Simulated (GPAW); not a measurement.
# Work function of a 8-layer slab of Ba(100) at several levels

Wanted: work functions and dipole of a 8-layer slab of Ba(100), with the cost of each level.

Main program and level: GPAW 26.7.0; GPAW, PAW setups; slab in vacuum, relaxation, in the first sound run; inputs show where later runs differ.

This is a report of a sequence of runs, with most program output left out.

### Step 1. The structure

The cell holds 8 atoms: 8 Ba. Its edges and angles: a = 5.020 Å, b = 5.020 Å, c = 35.570 Å, α = 90.0°, β = 90.0°, γ = 90.0°. Vacuum lies along c.

### Step 2. Relaxing the atoms

The atoms are relaxed first, since the surface dipole, and with it the work function, follows the positions of the outer layers. The lowest 4 atoms are held at bulk positions and keep their forces.

run.py reads:

```python
import json
import numpy as np
from ase import Atoms
from ase.constraints import FixAtoms
from ase.optimize import BFGS
from gpaw import GPAW, PW

slab = Atoms(
    ['Ba', 'Ba', 'Ba', 'Ba', 'Ba', 'Ba', 'Ba', 'Ba'],
    positions=[
        [2.51000, 2.51000, 9.00000],
        [0.00000, 0.00000, 11.51000],
        [2.51000, 2.51000, 14.02000],
        [0.00000, 0.00000, 16.53000],
        [2.51000, 2.51000, 19.04000],
        [0.00000, 0.00000, 21.55000],
        [2.51000, 2.51000, 24.06000],
        [0.00000, 0.00000, 26.57000]],
    cell=[[5.02, 0.0, 0.0], [0.0, 5.02, 0.0], [0.0, 0.0, 35.57]],
    pbc=[True, True, False])

slab.calc = GPAW(mode=PW(400), xc='PBE', kpts={'size': (6, 6, 1), 'gamma': True},
                 occupations={'name': 'fermi-dirac', 'width': 0.1}, nbands='160%',
                 convergence={'density': 1e-05}, maxiter=200,
                 poissonsolver={'dipolelayer': 'xy'},
                 symmetry={'tolerance': 1e-3, 'extra_ids': [1, 1, 1, 1, 0, 0, 0, 0]}, txt='slab.txt')
result = {}
slab.set_constraint(FixAtoms([0, 1, 2, 3]))
path = []
opt = BFGS(slab, maxstep=0.2)
opt.attach(lambda: path.append((slab.get_potential_energy(), slab.positions.tolist(), slab.get_forces().tolist())))
result['relaxed'] = bool(opt.run(fmax=0.03, steps=40))
result['path'] = path
energy = slab.get_potential_energy()
fermi = slab.calc.get_fermi_level()
v = slab.calc.get_electrostatic_potential().mean((0, 1)) - fermi
n = slab.calc.get_pseudo_density().mean((0, 1))
L = slab.cell[2, 2]
z = np.arange(len(v)) * L / len(v)
low, high = slab.positions[:, 2].min(), slab.positions[:, 2].max()
below, above = np.interp([low - 6.8, high + 6.8], z, v)
slopes = [np.interp(x, z, np.gradient(v, z)) for x in (low - 6.8, high + 6.8)]
eps = np.array([[slab.calc.get_eigenvalues(k, s) for k in range(len(slab.calc.get_ibz_k_points()))]
                for s in range(slab.calc.get_number_of_spins())]) - fermi
top, bottom = eps[eps < 0].max(), eps[eps > 0].min()
dipole = slab.get_dipole_moment()[2]
print(f'energy {energy:.4f} eV, Fermi level {fermi:.4f} eV, dipole {dipole:.5f} e A')
print(f'potential 6.8 A off the faces, from the Fermi level: lower {below:.4f} eV, upper {above:.4f} eV')
print(f'slope of the potential there: lower {slopes[0]:.5f}, upper {slopes[1]:.5f} eV/A')
print(f'nearest levels on the mesh: {top:.4f} and {bottom:.4f} eV')
print('magnetic moment', round(slab.get_magnetic_moment(), 3))
result.update(energy=energy, fermi=fermi, dipole=dipole, below=below, above=above, slopes=slopes, edges=[top, bottom],
              z=z.tolist(), v=v.tolist(), n=n.tolist(), positions=slab.positions.tolist(),
              forces=slab.get_forces(apply_constraint=False).tolist(), moments=slab.get_magnetic_moments().tolist())
json.dump(result, open('result.json', 'w'))
```

Run with:

```
> OMP_NUM_THREADS=1 OPENBLAS_NUM_THREADS=1 python run.py
```

The job ended after 23 min (1 thread of Arm Neoverse V2, shared host; peak memory 0.55 GiB).

Step by step:

```
step  energy less that of the first step (eV)  largest force (eV/Å)
   1                                   0.0000                0.1163
   2                                  -0.0003                0.1135
   3                                  -0.0059                0.0200
```

The atoms that moved most (Å):

```
atom     dx     dy      dz  length
 Ba7  0.000  0.000  -0.056   0.056
 Ba8  0.000  0.000   0.036   0.036
 Ba6  0.000  0.000   0.032   0.032
 Ba5  0.000  0.000  -0.007   0.007
```

The relaxed structure:

```
Ba
1.0
     5.02000    0.00000    0.00000
     0.00000    5.02000    0.00000
     0.00000    0.00000   35.57000
Ba
8
Direct
  0.50000 0.50000 0.25302
  0.00000 0.00000 0.32359
  0.50000 0.50000 0.39415
  0.00000 0.00000 0.46472
  0.50000 0.50000 0.53509
  0.00000 0.00000 0.60673
  0.50000 0.50000 0.67484
  0.00000 0.00000 0.74798
```

This step gave:

```yaml
dipole_along_the_normal: 6.09e-4 e·Å
levels_nearest_the_fermi_level_on_the_mesh: -0.02842, 0.04444 eV from the Fermi level
upper_work_function: 2.357 eV
lower_work_function: 2.361 eV
```

The electrostatic potential energy of an electron (without an applied field's), less the Fermi level, planar mean oscillates, so the rows of the table below give means over windows of 2.54 Å about each position, cut where the curve ends. Its maxima inside the range that stand out by 2 % of the span (Å: eV): 10.3: -0.645, 12.8: -0.585, 15.4: -0.617, 17.8: -0.619, 20.3: -0.435, 22.8: -0.907, 25.3: -0.330. Its minima: 9.0: -12.2, 11.5: -11.7, 14.0: -11.8, 16.5: -11.9, 19.1: -11.8, 21.6: -11.9, 24.0: -11.7, 26.6: -12.2.

The electrostatic potential energy of an electron (without an applied field's), less the Fermi level, planar mean by z; means over each step:

z (Å), electrostatic potential energy of an electron (without an applied field's), less the Fermi level, planar mean (eV) and a bar from the least value:
```
     1.27        2.4 ##############################
     3.81        2.4 ##############################
     6.35        2.0 ############################
     8.89       -5.0 
    11.43       -4.9 
    13.97       -5.0 
    16.51       -5.0 
    19.05       -4.9 
    21.59       -5.0 
    24.13       -4.9 #
    26.67       -5.0 
    29.21        2.0 ############################
    31.75        2.4 ##############################
    34.29        2.4 ##############################
```

The pseudo valence density, planar mean oscillates, so the rows of the table below give means over windows of 2 Å about each position, cut where the curve ends. Its first 14 maxima inside the range that stand out by 2 % of the span (Å: e/Å³): 8.7: 0.210, 9.3: 0.214, 11.2: 0.215, 11.9: 0.220, 13.6: 0.216, 14.4: 0.220, 16.1: 0.219, 16.9: 0.220, 18.6: 0.220, 19.5: 0.218, 21.2: 0.220, 22.0: 0.219, 23.7: 0.215, 24.3: 0.220. Its first 14 minima: 8.9: 0.181, 10.2: 0.0751, 11.4: 0.185, 12.7: 0.0727, 14.0: 0.182, 15.2: 0.0724, 16.5: 0.181, 17.8: 0.0727, 19.1: 0.180, 20.3: 0.0690, 21.6: 0.181, 22.9: 0.0817, 23.9: 0.185, 25.4: 0.0678.

Pseudo valence density, planar mean against z; means over each step:

| z (Å) | pseudo valence density, planar mean (e/Å³) |
| --- | --- |
| 2 | 2.8e-6 |
| 4 | 9.8e-5 |
| 6 | 0.00240 |
| 8 | 0.0970 |
| 10 | 0.146 |
| 12 | 0.161 |
| 14 | 0.177 |
| 16 | 0.158 |
| 18 | 0.148 |
| 20 | 0.143 |
| 22 | 0.167 |
| 24 | 0.178 |
| 26 | 0.148 |
| 28 | 0.0599 |
| 30 | 0.00134 |
| 32 | 5.1e-5 |
| 34 | 1.4e-6 |

The relaxation lowered the energy of the cell by 0.00590 eV (energies extrapolated to zero smearing; the optimiser's log prints free energies). The largest force left on a free atom is 0.020 eV/Å.

### Step 3. The slab's potential

The work function is the vacuum plateau of the electrostatic potential less the Fermi level; a dipole layer lets the two faces have plateaus of their own.

This step: GPAW, PAW setups; slab in vacuum (GPAW 26.7.0).

Edit run.py of step 2 so:

```diff
@@ -3,4 +3,2 @@
 from ase import Atoms
-from ase.constraints import FixAtoms
-from ase.optimize import BFGS
 from gpaw import GPAW, PW
@@ -14,6 +12,6 @@
         [0.00000, 0.00000, 16.53000],
-        [2.51000, 2.51000, 19.04000],
-        [0.00000, 0.00000, 21.55000],
-        [2.51000, 2.51000, 24.06000],
-        [0.00000, 0.00000, 26.57000]],
+        [2.51000, 2.51000, 19.03308],
+        [0.00000, -0.00000, 21.58152],
+        [2.51000, 2.51000, 24.00419],
+        [-0.00000, 0.00000, 26.60580]],
     cell=[[5.02, 0.0, 0.0], [0.0, 5.02, 0.0], [0.0, 0.0, 35.57]],
@@ -25,10 +23,4 @@
                  poissonsolver={'dipolelayer': 'xy'},
-                 symmetry={'tolerance': 1e-3, 'extra_ids': [1, 1, 1, 1, 0, 0, 0, 0]}, txt='slab.txt')
+                 symmetry={'tolerance': 1e-3}, txt='slab.txt')
 result = {}
-slab.set_constraint(FixAtoms([0, 1, 2, 3]))
-path = []
-opt = BFGS(slab, maxstep=0.2)
-opt.attach(lambda: path.append((slab.get_potential_energy(), slab.positions.tolist(), slab.get_forces().tolist())))
-result['relaxed'] = bool(opt.run(fmax=0.03, steps=40))
-result['path'] = path
 energy = slab.get_potential_energy()
```

The job ended after 12 min (1 thread; peak memory 0.54 GiB).

Numbers from this step:

```yaml
dipole_along_the_normal: 5.93e-4 e·Å
levels_nearest_the_fermi_level_on_the_mesh: -0.02842, 0.04445 eV from the Fermi level
```

The electrostatic potential energy of an electron (without an applied field's), less the Fermi level, planar mean oscillates, so the rows of the table below give means over windows of 2.54 Å about each position, cut where the curve ends. Its maxima inside the range that stand out by 2 % of the span (Å: eV): 10.3: -0.645, 12.8: -0.585, 15.4: -0.617, 17.8: -0.619, 20.3: -0.435, 22.8: -0.907, 25.3: -0.330. Its minima: 9.0: -12.2, 11.5: -11.7, 14.0: -11.8, 16.5: -11.9, 19.1: -11.8, 21.6: -11.9, 24.0: -11.7, 26.6: -12.2.

Table of electrostatic potential energy of an electron (without an applied field's), less the Fermi level, planar mean by z; means over each step:

z (Å), electrostatic potential energy of an electron (without an applied field's), less the Fermi level, planar mean (eV) and a bar from the least value:
```
     1.27        2.4 ##############################
     3.81        2.4 ##############################
     6.35        2.0 ############################
     8.89       -5.0 
    11.43       -4.9 
    13.97       -5.0 
    16.51       -5.0 
    19.05       -4.9 
    21.59       -5.0 
    24.13       -4.9 #
    26.67       -5.0 
    29.21        2.0 ############################
    31.75        2.4 ##############################
    34.29        2.4 ##############################
```

The pseudo valence density, planar mean oscillates, so the rows of the table below give means over windows of 1 Å about each position, cut where the curve ends. Its first 14 maxima inside the range that stand out by 2 % of the span (Å: e/Å³): 8.7: 0.210, 9.3: 0.214, 11.2: 0.215, 11.9: 0.220, 13.6: 0.216, 14.4: 0.220, 16.1: 0.219, 16.9: 0.220, 18.6: 0.220, 19.5: 0.218, 21.2: 0.220, 22.0: 0.219, 23.7: 0.215, 24.3: 0.220. Its first 14 minima: 8.9: 0.181, 10.2: 0.0751, 11.4: 0.185, 12.7: 0.0727, 14.0: 0.182, 15.2: 0.0724, 16.5: 0.181, 17.8: 0.0727, 19.1: 0.180, 20.3: 0.0690, 21.6: 0.181, 22.9: 0.0817, 23.9: 0.185, 25.4: 0.0678.

Pseudo valence density, planar mean against z; means over each step:

```csv
z (Å),"pseudo valence density, planar mean (e/Å³)"
3,1.2e-5
4,7.0e-5
5,3.8e-4
6,0.00188
7,0.00901
8,0.0899
9,0.197
10,0.117
11,0.178
12,0.179
13,0.115
14,0.202
15,0.120
16,0.174
17,0.180
18,0.115
19,0.202
20,0.119
21,0.169
22,0.185
23,0.123
24,0.204
25,0.115
26,0.162
27,0.177
28,0.0352
29,0.00474
30,0.00104
31,2.0e-4
32,3.6e-5
33,6.1e-6
```

Force by atom:

```csv
atom,x (eV/Å),y (eV/Å),z (eV/Å),size
Ba1,0.000,0.000,-0.075,0.075
Ba2,0.000,0.000,0.117,0.117
Ba3,0.000,0.000,-0.064,0.064
Ba4,0.000,0.000,0.004,0.004
Ba5,0.000,0.000,0.020,0.020
Ba6,0.000,0.000,-0.011,0.011
Ba7,0.000,0.000,-0.003,0.003
Ba8,0.000,0.000,0.012,0.012
```

The potential is flat to 2.5e-4 eV/Å where it is read, so the vacuum is wide enough.

### Step 4. OptPBE vdW: xc = "optPBE-vdW"

The same geometry under optPBE-vdW, to see how far the functional moves the levels against the vacuum (the van der Waals functionals take revPBE setups).

Edit run.py of step 3 so:

```diff
@@ -19,3 +19,3 @@
 
-slab.calc = GPAW(mode=PW(400), xc='PBE', kpts={'size': (6, 6, 1), 'gamma': True},
+slab.calc = GPAW(mode=PW(400), xc='optPBE-vdW', kpts={'size': (6, 6, 1), 'gamma': True},
                  occupations={'name': 'fermi-dirac', 'width': 0.1}, nbands='160%',
```

The job ended after 14 min (1 thread; peak memory 1 GiB).

Numbers from this step:

* dipole along the normal: 9.62e-4 e·Å
* levels nearest the Fermi level on the mesh: -0.04810, 0.02486 eV from the Fermi level
* upper work function: 2.527 eV
* lower work function: 2.533 eV

The electrostatic potential energy of an electron (without an applied field's), less the Fermi level, planar mean oscillates, so the rows of the table below give means over windows of 2.54 Å about each position, cut where the curve ends. Its maxima inside the range that stand out by 2 % of the span (Å: eV): 10.3: -0.635, 12.8: -0.563, 15.4: -0.593, 17.8: -0.594, 20.3: -0.411, 22.8: -0.886, 25.3: -0.319. Its minima: 9.0: -12.2, 11.5: -11.7, 14.0: -11.8, 16.5: -11.8, 19.1: -11.8, 21.6: -11.8, 24.0: -11.7, 26.6: -12.2.

The electrostatic potential energy of an electron (without an applied field's), less the Fermi level, planar mean by z; means over each step:

| z (Å) | electrostatic potential energy of an electron (without an applied field's), less the Fermi level, planar mean (eV) |
| --- | --- |
| 1.27 | 2.53 |
| 3.81 | 2.53 |
| 6.35 | 2.11 |
| 8.89 | -4.96 |
| 11.43 | -4.87 |
| 13.97 | -4.94 |
| 16.51 | -4.94 |
| 19.05 | -4.91 |
| 21.59 | -4.98 |
| 24.13 | -4.84 |
| 26.67 | -4.96 |
| 29.21 | 2.07 |
| 31.75 | 2.52 |
| 34.29 | 2.53 |

The pseudo valence density, planar mean oscillates, so the rows of the table below give means over windows of 2 Å about each position, cut where the curve ends. Its first 14 maxima inside the range that stand out by 2 % of the span (Å: e/Å³): 8.7: 0.209, 9.3: 0.214, 11.2: 0.216, 11.9: 0.220, 13.6: 0.216, 14.4: 0.220, 16.1: 0.219, 16.9: 0.220, 18.6: 0.220, 19.5: 0.218, 21.2: 0.220, 22.0: 0.220, 23.7: 0.215, 24.3: 0.220. Its first 14 minima: 8.9: 0.181, 10.2: 0.0751, 11.4: 0.185, 12.7: 0.0726, 14.0: 0.182, 15.2: 0.0724, 16.5: 0.181, 17.8: 0.0726, 19.1: 0.180, 20.3: 0.0690, 21.6: 0.181, 22.9: 0.0817, 23.9: 0.185, 25.4: 0.0678.

Pseudo valence density, planar mean against z; means over each step:

| z (Å) | pseudo valence density, planar mean (e/Å³) |
| --- | --- |
| 2 | 5.0e-6 |
| 4 | 1.3e-4 |
| 6 | 0.00249 |
| 8 | 0.0969 |
| 10 | 0.146 |
| 12 | 0.161 |
| 14 | 0.177 |
| 16 | 0.158 |
| 18 | 0.148 |
| 20 | 0.143 |
| 22 | 0.167 |
| 24 | 0.178 |
| 26 | 0.148 |
| 28 | 0.0598 |
| 30 | 0.00143 |
| 32 | 7.5e-5 |
| 34 | 2.5e-6 |

Force by atom:

| atom | x (eV/Å) | y (eV/Å) | z (eV/Å) | size |
| --- | --- | --- | --- | --- |
| Ba1 | 0.000 | 0.000 | -0.053 | 0.053 |
| Ba2 | 0.000 | 0.000 | 0.128 | 0.128 |
| Ba3 | 0.000 | 0.000 | -0.062 | 0.062 |
| Ba4 | 0.000 | 0.000 | 0.005 | 0.005 |
| Ba5 | 0.000 | 0.000 | 0.019 | 0.019 |
| Ba6 | 0.000 | 0.000 | -0.011 | 0.011 |
| Ba7 | 0.000 | 0.000 | -0.018 | 0.018 |
| Ba8 | 0.000 | 0.000 | -0.008 | 0.008 |

The upper face's work function is 2.527 eV, against 2.357 eV in the first plane-wave PBE run at this geometry.

### Step 5. Self-consistent run: xc = "RPBE"

The same geometry under RPBE, to see how far the functional moves the levels against the vacuum.

Edit run.py of step 4 so:

```diff
@@ -19,3 +19,3 @@
 
-slab.calc = GPAW(mode=PW(400), xc='optPBE-vdW', kpts={'size': (6, 6, 1), 'gamma': True},
+slab.calc = GPAW(mode=PW(400), xc='RPBE', kpts={'size': (6, 6, 1), 'gamma': True},
                  occupations={'name': 'fermi-dirac', 'width': 0.1}, nbands='160%',
```

Wall time 12 min (1 thread); peak memory 0.54 GiB.

This step gave:

- dipole along the normal: 4.04e-4 e·Å
- levels nearest the Fermi level on the mesh: -0.03114, 0.03668 eV from the Fermi level
- upper work function: 2.253 eV
- lower work function: 2.256 eV

The electrostatic potential energy of an electron (without an applied field's), less the Fermi level, planar mean oscillates, so the rows of the table below give means over windows of 2.54 Å about each position, cut where the curve ends. Its maxima inside the range that stand out by 2 % of the span (Å: eV): 10.3: -0.762, 12.8: -0.709, 15.4: -0.737, 17.8: -0.741, 20.3: -0.554, 22.8: -1.03, 25.3: -0.446. Its minima: 9.0: -12.3, 11.5: -11.8, 14.0: -11.9, 16.5: -12.0, 19.1: -12.0, 21.6: -12.0, 24.0: -11.8, 26.6: -12.3.

Table of electrostatic potential energy of an electron (without an applied field's), less the Fermi level, planar mean by z; means over each step:

```
z (Å)  electrostatic potential energy of an electron (without an applied field's), less the Fermi level, planar mean (eV)
 1.27                                                                                                                2.26
 3.81                                                                                                                2.25
 6.35                                                                                                                1.88
 8.89                                                                                                               -5.08
11.43                                                                                                               -4.99
13.97                                                                                                               -5.07
16.51                                                                                                               -5.08
19.05                                                                                                               -5.05
21.59                                                                                                               -5.11
24.13                                                                                                               -4.96
26.67                                                                                                               -5.08
29.21                                                                                                                1.84
31.75                                                                                                                2.25
34.29                                                                                                                2.25
```

The upper face's work function is 2.253 eV, against 2.357 eV in the first plane-wave PBE run at this geometry.

### Step 6. Self-consistent run: xc = "revPBE"

The same geometry under revPBE, to see how far the functional moves the levels against the vacuum.

Edit run.py of step 5 so:

```diff
@@ -19,3 +19,3 @@
 
-slab.calc = GPAW(mode=PW(400), xc='RPBE', kpts={'size': (6, 6, 1), 'gamma': True},
+slab.calc = GPAW(mode=PW(400), xc='revPBE', kpts={'size': (6, 6, 1), 'gamma': True},
                  occupations={'name': 'fermi-dirac', 'width': 0.1}, nbands='160%',
```

Wall time 14 min (1 thread); peak memory 0.54 GiB.

Numbers from this step:

* dipole along the normal: 3.47e-4 e·Å
* levels nearest the Fermi level on the mesh: -0.03052, 0.03845 eV from the Fermi level
* upper work function: 2.257 eV
* lower work function: 2.259 eV

The electrostatic potential energy of an electron (without an applied field's), less the Fermi level, planar mean oscillates, so the rows of the table below give means over windows of 2.54 Å about each position, cut where the curve ends. Its maxima inside the range that stand out by 2 % of the span (Å: eV): 10.3: -0.732, 12.8: -0.677, 15.4: -0.706, 17.8: -0.710, 20.3: -0.523, 22.8: -0.999, 25.3: -0.416. Its minima: 9.0: -12.3, 11.5: -11.8, 14.0: -11.9, 16.5: -11.9, 19.1: -11.9, 21.6: -11.9, 24.0: -11.8, 26.6: -12.3.

The electrostatic potential energy of an electron (without an applied field's), less the Fermi level, planar mean by z; means over each step:

```csv
z (Å),"electrostatic potential energy of an electron (without an applied field's), less the Fermi level, planar mean (eV)"
1.27,2.26
3.81,2.25
6.35,1.89
8.89,-5.05
11.43,-4.96
13.97,-5.05
16.51,-5.05
19.05,-5.02
21.59,-5.09
24.13,-4.94
26.67,-5.06
29.21,1.86
31.75,2.25
34.29,2.26
```

The upper face's work function is 2.257 eV, against 2.357 eV in the first plane-wave PBE run at this geometry.

### Step 7. Self-consistent run: xc = "LDA"

The same geometry under LDA, to see how far the functional moves the levels against the vacuum.

Edit run.py of step 6 so:

```diff
@@ -19,3 +19,3 @@
 
-slab.calc = GPAW(mode=PW(400), xc='revPBE', kpts={'size': (6, 6, 1), 'gamma': True},
+slab.calc = GPAW(mode=PW(400), xc='LDA', kpts={'size': (6, 6, 1), 'gamma': True},
                  occupations={'name': 'fermi-dirac', 'width': 0.1}, nbands='160%',
```

It took 11 min on 1 thread; peak memory 0.54 GiB.

Numbers from this step:

```
dipole along the normal                    : 9.21e-4 e·Å
levels nearest the Fermi level on the mesh : -0.02388, 0.03457 eV from the Fermi level
upper work function                        : 2.525 eV
lower work function                        : 2.531 eV
```

The upper face's work function is 2.525 eV, against 2.357 eV in the first plane-wave PBE run at this geometry.

(Part 1 of 2 ends here.)

[Logs are printed without paths, hosts, clocks, repeated set-up lines and the standing remarks that a program may print on its own settings, such as how far it seeks lower states.]

[Hosts, paths, dates, database ids (printed as entryN), source tags and the programs' standing remarks are cut or masked in the printed files.]
